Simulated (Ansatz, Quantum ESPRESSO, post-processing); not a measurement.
# Sn chain with one atom pushed 1.0 Å aside at constant bond length: ballistic transmission, part 4 of 4

Wanted: the transmission near the Fermi level and the conductance of this junction: Sn chain with one atom pushed 1.0 Å aside at constant bond length.

Quantum ESPRESSO 7.5; plane-wave DFT, LDA, GBRV ultrasoft pseudopotentials; cross-check by Ansatz 0.2.0 with PAW datasets.

So far. Step 2 (Self-consistent run): The run needed 20 iterations to bring the estimated error under 1e-07 Ry; the largest force on any atom, held or free, is 0.14 eV/Å. Step 3 (The open system): At no point does T exceed the number of channels.

### Step 5. The same in Ansatz

As a check, the same structure is run in Ansatz.

Level of this step: plane-wave DFT, LDA, Ansatz PAW (Ansatz 0.2.0).

input.yaml

```yaml
crystal:
  lattice:
    - [7.5, 0.0, 0.0]
    - [0.0, 7.5, 0.0]
    - [0.0, 0.0, 29.873475383]
  atoms:
    - { symbol: Sn, position: [0.5, 0.5, 0.0] }
    - { symbol: Sn, position: [0.5, 0.5, 0.0920549071] }
    - { symbol: Sn, position: [0.5, 0.5, 0.1841098141] }
    - { symbol: Sn, position: [0.5, 0.5, 0.2761647212] }
    - { symbol: Sn, position: [0.5, 0.5, 0.3682196282] }
    - { symbol: Sn, position: [0.633333333, 0.5, 0.4539725465] }
    - { symbol: Sn, position: [0.5, 0.5, 0.5397254647] }
    - { symbol: Sn, position: [0.5, 0.5, 0.6317803718] }
    - { symbol: Sn, position: [0.5, 0.5, 0.7238352788] }
    - { symbol: Sn, position: [0.5, 0.5, 0.8158901859] }
    - { symbol: Sn, position: [0.5, 0.5, 0.9079450929] }
kpoints:
  mp_grid: { grid: [1, 1, 4] }
hamiltonian:
  xc: lda
scf:
  occupations: { method: fermi_dirac, width: 0.1 }
  convergence: { dr2_threshold: 1.0e-08 }
output:
  transmission:
    leads: [[0, 1]]
    e_range: [-2.0, 2.0]
    de: 0.05
    kmesh: [1, 1]
    reduced_basis: true
  write_potential: true
  write_density: true
  volumetric_format: npy
  elf: true
```

Started as:

```sh
> ansatz run input.yaml --threads 4 --pin off --max-ram 8192MiB --backend cpu --events-out ev --progress --plain --runs-dir out
```

Numbers of over 12 decimals in the logs are rounded to 6 here.

The log of the run:

```text
Engine: ansatz 0.2.0, aarch64-unknown-linux-gnu
Pseudopotentials: kind: paw
Pseudopotential: Sn, paw, valence charge 14, recommended cutoff 420 eV (normal), Sn.paw.azcp
Functional definition: SPW92
  exchange = slater_x
  correlation = pw_c
Crystal: 11 atoms, lattice volume = 1680.383 Å³
Basis set: ecut = 420 eV, 32867 PW (Γ)
Bands: 93, of which v1, the nominal top of the filled ones, is band 77 counted from 1 (76 counted from 0)
Symmetry: 4 space group operations
Space group: Pmm2 (ITA 25), of the structure as read, at distance tolerance 1.2e-4 Å
k-points: 3 of 4
Non-local potential: Sn, projectors of the file, l = 0: 2, l = 1: 2, l = 2: 2, l = 3: 2
PAW form: soft (Blöchl's): semilocal exchange-correlation on the pseudo side does not see the compensation charge
PAW frozen core: Sn, regenerated for the run's functional, and the local potential with it (the file was generated under x = pbe(κ = 0.804, μ = 0.219515), c = pbe(β = 0.066725))
PAW one-centre angular grid: Sn, 590 points (default); XC on 64 Gauss nodes
Initial density: superposition of atomic densities (neutral atoms: chi_scale 0, normalization atom), corrected by the library's trained network
Initial wavefunctions: pseudopotential atomic-orbital guess
Functional: x = slater, c = lda
SCF iter   1: F=—  HF=-64656.775219 eV  |F-HF|=—  |Δ(HF+E_count)|=         —  Δρ=3.39e-3  dr2=2.95e-1  ethr=1.77e-3  ⟨swp⟩=6.0  Hψ=1029  notcnv=0
preconditioner: auto → LDOS  [metal: Δε(μ)=0.103 eV  Ē_g=5.379 eV  σ=0.100 eV  W_gap=0.24  n_scr=156 (ndim 8)  ℏωp=6.0 eV  f_vac=0.628  D(μ)=12.39/eV (n_scr^D=38)  β→1.0]
SCF iter   2: F=—  HF=-64656.754733 eV  |F-HF|=—  |Δ(HF+E_count)|=   2.05e-2  Δρ=1.39e-3  dr2=3.09e-2  ethr=1.92e-4  ⟨swp⟩=2.3  Hψ=594  notcnv=0
SCF iter   3: F=—  HF=-64656.740699 eV  |F-HF|=—  |Δ(HF+E_count)|=   1.40e-2  Δρ=5.18e-4  dr2=3.40e-3  ethr=2.01e-5  ⟨swp⟩=2.0  Hψ=555  notcnv=0
SCF iter   4: F=—  HF=-64656.739338 eV  |F-HF|=—  |Δ(HF+E_count)|=   1.36e-3  Δρ=9.79e-5  dr2=2.54e-4  ethr=2.21e-6  ⟨swp⟩=2.0  Hψ=490  notcnv=0
SCF iter   5: F=—  HF=-64656.739330 eV  |F-HF|=—  |Δ(HF+E_count)|=   7.53e-6  Δρ=4.56e-5  dr2=5.89e-5  ethr=1.65e-7  ⟨swp⟩=2.0  Hψ=505  notcnv=0
SCF iter   6: F=—  HF=-64656.739310 eV  |F-HF|=—  |Δ(HF+E_count)|=   2.03e-5  Δρ=7.66e-6  dr2=2.09e-6  ethr=3.83e-8  ⟨swp⟩=2.0  Hψ=510  notcnv=0
SCF iter   7: F=—  HF=-64656.738961 eV  |F-HF|=—  |Δ(HF+E_count)|=   3.49e-4  Δρ=2.45e-6  dr2=1.75e-7  ethr=1.36e-9  ⟨swp⟩=2.0  Hψ=465  notcnv=0
SCF iter   8: F=—  HF=-64656.738961 eV  |F-HF|=—  |Δ(HF+E_count)|=   3.35e-8  Δρ=1.09e-6  dr2=3.10e-8  ethr=1.13e-10  ⟨swp⟩=2.0  Hψ=488  notcnv=0
SCF iter   9: F=-64656.738961 eV  HF=-64656.738961 eV  |F-HF|=4.07e-10  |Δ(HF+E_count)|=   9.60e-9  Δρ=2.31e-7  dr2=7.91e-10  ethr=6.49e-12  ⟨swp⟩=5.0  Hψ=743  notcnv=0
SCF 1 converged in 9 iterations: F = -64656.738961 eV  dr2 = 7.91e-10
  greatest PAW one-centre occupation: 0.992 electrons in one spin orbital (limit 2), on the Sn atom at site 2 (counted from 0), in its partial waves of l = 2
transmission: 38 of 228 steps passed
transmission: 76 of 228 steps passed
[...]
transmission: 228 of 228 steps passed
WARN: The output density's exchange-correlation potential varies sharply where the density is thin. Do not read a vacuum level from v_tot or v_xc, or from such a field of the output density. On a cell that repeats whose density bears no net charge and no dipole along the vacuum's axis use v_es (v_loc + v_h of the components); under efield.dipole_correction with no amplitude use v_es + v_field, which holds any externa [...]
SCF converged after 9 iterations
Free energy (F): -64656.738961 eV
Harris-Foulkes:  -64656.738961 eV  (|F-HF|=4.07e-10)
Internal energy: -64656.327404 eV  (E = F + TS)
E sigma→0 (E₀):  -64656.533182 eV
Entropy (-TS):   -0.411557 eV (-37.414 meV/atom)
Fermi energy:    -1.911289 eV
--- Per-component energies (eV) ---
  E_band       = -2791.986932
  E_kinetic    = 2050.889710
  E_local      = -27432.245262  (includes V_loc(G=0)·N_el)
  E_nonlocal   = -311.333591
  E_hartree    = 13920.913469
  E_xc         = -4152.547143
  E_vxc        = -1061.252220  (∫ρ·V_xc dr)
  E_paw        = -43926.567216  (= ΣΔE_a)
  E_vpaw       = -3879.870875  (= ΣTr[D̂ρ^β])
  E_aug_tail   = -0.000005  (compensation charges beyond the density's cutoff)
  E_ewald      = -4810.111246
  E_core_change = 4.673881  (= ΣΔE_core)
  E_smearing   = -0.411557  (= −TS)
  E_closure    = 0.000000  (closes the sum)
  Σ components = -64656.738961   (vs F -64656.738961, Δ=0.00e0)
--- Band table (eV) ---
  k-point 0: bands = [... 73 lower, -2.5294, -2.1329, -2.1306, -2.0086, -2.0022, -1.4818, -1.4336, -1.1331, ... 12 higher]
  k-point 1: bands = [... 73 lower, -2.4183, -2.3372, -2.1750, -1.9034, -1.8153, -1.7958, -1.3775, -1.3078, ... 12 higher]
  k-point 2: bands = [... 73 lower, -2.3313, -2.3159, -2.2431, -2.0463, -1.6507, -1.6058, -1.6055, -1.5957, ... 12 higher]
--- Transmission ---
  basis      : 497 plane waves across, 38 finite elements along
  points     : 1, standing for a mesh of 1 x 1
  energies   : 81 from -2.000000 to 2.000000 eV about the Fermi level, 0.050000 eV apart; the leads are filled to 0.000000 eV, and channels, transmission and decay are at 0.000000 eV
  crystal 0  : Sn1, at the sites [0, 1], period 2.7500 Å, over 27.50 Å; its Hamiltonian steps by up to 10.9 meV
    offset         : up to 0.0000 Å between an atom of the period and one for which it stands
    channels       : 3.000000e0 a spin
    conductance    : none, the energies end too early or step too widely for 300 K: set another output.transmission.e_range or a lower de, or, where they end at an eighth of basis.ecutwfc, a higher one
  junction   : crystal 0 to crystal 0, -0.68 to 26.45 Å
    transmission   : 2.804410e0 a spin
    error estimate : 2.360126e-4 a spin from the reduction of the transverse basis, at the most 8.286479e-4 at -0.800000 eV
    conductance    : none, the energies end too early or step too widely for 300 K: set another output.transmission.e_range or a lower de, or, where they end at an eighth of basis.ecutwfc, a higher one
```

It took 35 s on 4 threads of Arm Neoverse V2, shared host; peak memory 2 GiB; 2.1 min of CPU time.

This step gave:

* free energy: -64656.7390 eV
* energy at zero smearing: -64656.5332 eV
* smearing term TS: 0.4116 eV
* Fermi energy: -1.911 eV
* symmetry operations: 4
* transmission at the Fermi level, one spin: 2.804
* step of the lead's Hamiltonian over a period: 10.9 meV

Per spin. Transmission against energy, zero at the Fermi level:

```csv
energy (eV),transmission
-2.00,0.888
-1.90,0.876
-1.80,0.860
-1.70,0.842
-1.55,0.807
-1.45,0.778
-1.35,0.743
-1.25,0.698
-1.15,0.643
-1.05,0.573
-0.90,0.432
-0.80,1.61
-0.70,2.29
-0.60,2.45
-0.50,2.56
-0.40,2.64
-0.25,2.72
-0.15,2.76
-0.05,2.79
0.00,2.80
0.05,2.82
0.15,2.84
0.25,2.85
0.40,2.87
0.50,2.88
0.60,2.89
0.70,2.90
0.80,2.90
0.90,2.90
1.05,2.89
1.15,2.88
1.25,2.86
1.35,2.84
1.45,2.80
1.55,2.78
1.70,2.72
1.80,2.67
1.90,2.61
2.00,2.55
```

Per spin. Table of open channels by energy, zero at the Fermi level:

energy (eV), open channels and a bar from the least value:
```
    -2.00       1.00 
    -1.90       1.00 
    -1.80       1.00 
    -1.70       1.00 
    -1.55       1.00 
    -1.45       1.00 
    -1.35       1.00 
    -1.25       1.00 
    -1.15       1.00 
    -1.05       1.00 
    -0.90       1.00 
    -0.80       3.00 ##############################
    -0.70       3.00 ##############################
    -0.60       3.00 ##############################
    -0.50       3.00 ##############################
    -0.40       3.00 ##############################
    -0.25       3.00 ##############################
    -0.15       3.00 ##############################
    -0.05       3.00 ##############################
     0.00       3.00 ##############################
     0.05       3.00 ##############################
     0.15       3.00 ##############################
     0.25       3.00 ##############################
     0.40       3.00 ##############################
     0.50       3.00 ##############################
     0.60       3.00 ##############################
     0.70       3.00 ##############################
     0.80       3.00 ##############################
     0.90       3.00 ##############################
     1.05       3.00 ##############################
     1.15       3.00 ##############################
     1.25       3.00 ##############################
     1.35       3.00 ##############################
     1.45       3.00 ##############################
     1.55       3.00 ##############################
     1.70       3.00 ##############################
     1.80       3.00 ##############################
     1.90       3.00 ##############################
     2.00       3.00 ##############################
```

Valence density in the ca plane at fractional y = 0.500, with atoms of Sn within 0.2 Å of it. It is the smooth field of the valence electrons, not physical close to the nuclei.

Ten steps, logarithmic in the rise over the least value, from '0' (0 e/Å³) to '9' (14 e/Å³), each cell a mean:
```
00000000000000000000000000000000000000000000
00000000000000000000000000000000000000000000
00000000000000000000000000000000000000000000
11000000000000000000000000000000000000000000
32100000000000000000000000000000000000000000
64211110000000000000000000000000000000000000
96321122111112211111122111112211111122111112
96322344321234432112344321234432112344321234
75324687532357864223687532357863224687532357
32225899632369985324899632369984225899632369
11124798632368974224798632368974224798632368
00113565422245653223565422245653223566422245
00011233211123321111233211123321111233211123
00000111100011111001111100011111001111100011
00000000000000000000000000000000000000000000
00000000000000000000000000000000000000000000
00000000000000000000000000000000000000000000
00000000000000000000000000000000000000000000
00000000000000000000000000000000000000000000
00000000000000000000000000000000000000000000
```
Columns run along c (16.0 Å, from fractional 0.46 to 1.00 of the cell), rows up along a (7.5 Å). Atoms in or near the plane, at fractional coordinates: Sn at (0.54, 0.50), Sn at (0.63, 0.50), Sn at (0.72, 0.50), Sn at (0.82, 0.50), Sn at (0.91, 0.50).

ELF in the ca plane at fractional y = 0.500, with atoms of Sn within 0.2 Å of it. It is the smooth field of the valence electrons, not physical close to the nuclei.

Ten even steps from '0' (0.00) to '9' (0.64), each cell a mean:
```
43100000000000000000000000000000000000000000
87521000000000000000000000000000000000000000
99742111111112221111222111112221111222111112
89863223333344443223454322234543223444322234
66775445554567765445677643467765445677644467
35676566666778887557888765678887557888765678
03576555677776667667766766776667667666776776
03565544567755556666555566655556676555567655
24565311457541135665311456542135665311456541
45664100256520014664100256530014664100256530
56765200356530014664100356530014664100356530
55776534566553345665433567654345665433567654
34687666676665567766655676765556776655677765
23578888865677888667777766677777667777766677
11357888754568886545788754578876456787654567
00134666432346664333565433345654334565433345
00001233211123432112233221223332112333221223
00000000000001111000111000001110000111000001
00000000000000000000000000000000000000000000
00000000000000000000000000000000000000000000
```
Columns run along c (16.0 Å, from fractional 0.46 to 1.00 of the cell), rows up along a (7.5 Å). Atoms in or near the plane, at fractional coordinates: Sn at (0.54, 0.50), Sn at (0.63, 0.50), Sn at (0.72, 0.50), Sn at (0.82, 0.50), Sn at (0.91, 0.50).

Ansatz finds T = 2.80 against pwcond's 2.81.

### Step 6. All levels side by side

All levels:

```csv
step,T at the Fermi level (per spin),conductance (G0),r.m.s. T(E) from the first,CPU time of the step (s),peak memory (GiB)
Ansatz,2.804,-,0,128.1,2.033
pwcond,2.813,2.813,0.02274,820.1,0.5
"pwcond, changed setting",2.813,2.813,0.02672,779.3,0.48
```

Per spin. The transmission by energy, zero at the Fermi level:

```csv
energy (eV),Ansatz,pwcond,"pwcond, changed setting"
-2.00,0.888,0.888,0.888
-1.90,0.876,0.876,0.876
-1.70,0.842,0.843,0.843
-1.60,0.820,0.820,0.821
-1.40,0.761,0.759,0.760
-1.30,0.722,0.718,0.718
-1.20,0.672,0.666,0.667
-1.00,0.532,0.519,0.519
-0.90,0.432,0.416,0.417
-0.80,1.61,1.47,1.45
-0.60,2.45,2.46,2.46
-0.50,2.56,2.56,2.56
-0.30,2.70,2.71,2.71
-0.20,2.74,2.75,2.75
-0.10,2.78,2.79,2.79
0.00,2.80,2.81,2.81
0.10,2.83,2.83,2.83
0.20,2.84,2.85,2.85
0.30,2.86,2.87,2.87
0.50,2.88,2.89,2.89
0.60,2.89,2.89,2.89
0.80,2.90,2.90,2.90
0.90,2.90,2.90,2.90
1.00,2.89,2.89,2.89
1.20,2.87,2.87,2.87
1.30,2.85,2.85,2.85
1.40,2.82,2.82,2.82
1.60,2.76,2.75,2.75
1.70,2.72,2.71,2.71
1.90,2.61,2.61,2.61
2.00,2.55,2.55,2.55
```

### Step 7. By hand

G = 2.81 × 77.48 µS = 218 µS a cell, a resistance of 4.59 kΩ.

### Step 8. What came out

* conductance from T at the Fermi level, a cell (G₀ = 2e²/h): 2.81 G₀
* lead channels per spin: 3.00
* the same conductance by Ansatz: 2.80 G₀

**Reading.** The junction conducts 2.81 G₀ a cell at the Fermi level (LDA, GBRV ultrasoft). At the Fermi level the junction passes 94 % of what the leads offer, nearly all. At the Fermi level pwcond and Ansatz differ by 0.30 %, a close match. Over -2 to 2 eV, T lies between 0.42 and 2.9 per spin. The geometry is as built, not relaxed, and the leads are short.

[Logs are printed without paths, hosts, clocks, repeated set-up lines and the standing remarks that a program may print on its own settings, such as how far it seeks lower states.]

[Hosts, paths, dates, database ids (printed as entryN), source tags and the programs' standing remarks are cut or masked in the printed files.]

[Maps of the electrostatic potential energy from Ansatz leave out the sawtooth potential of an applied field or a dipole correction, so their vacuum need not be flat; planar profiles and work functions include it.]
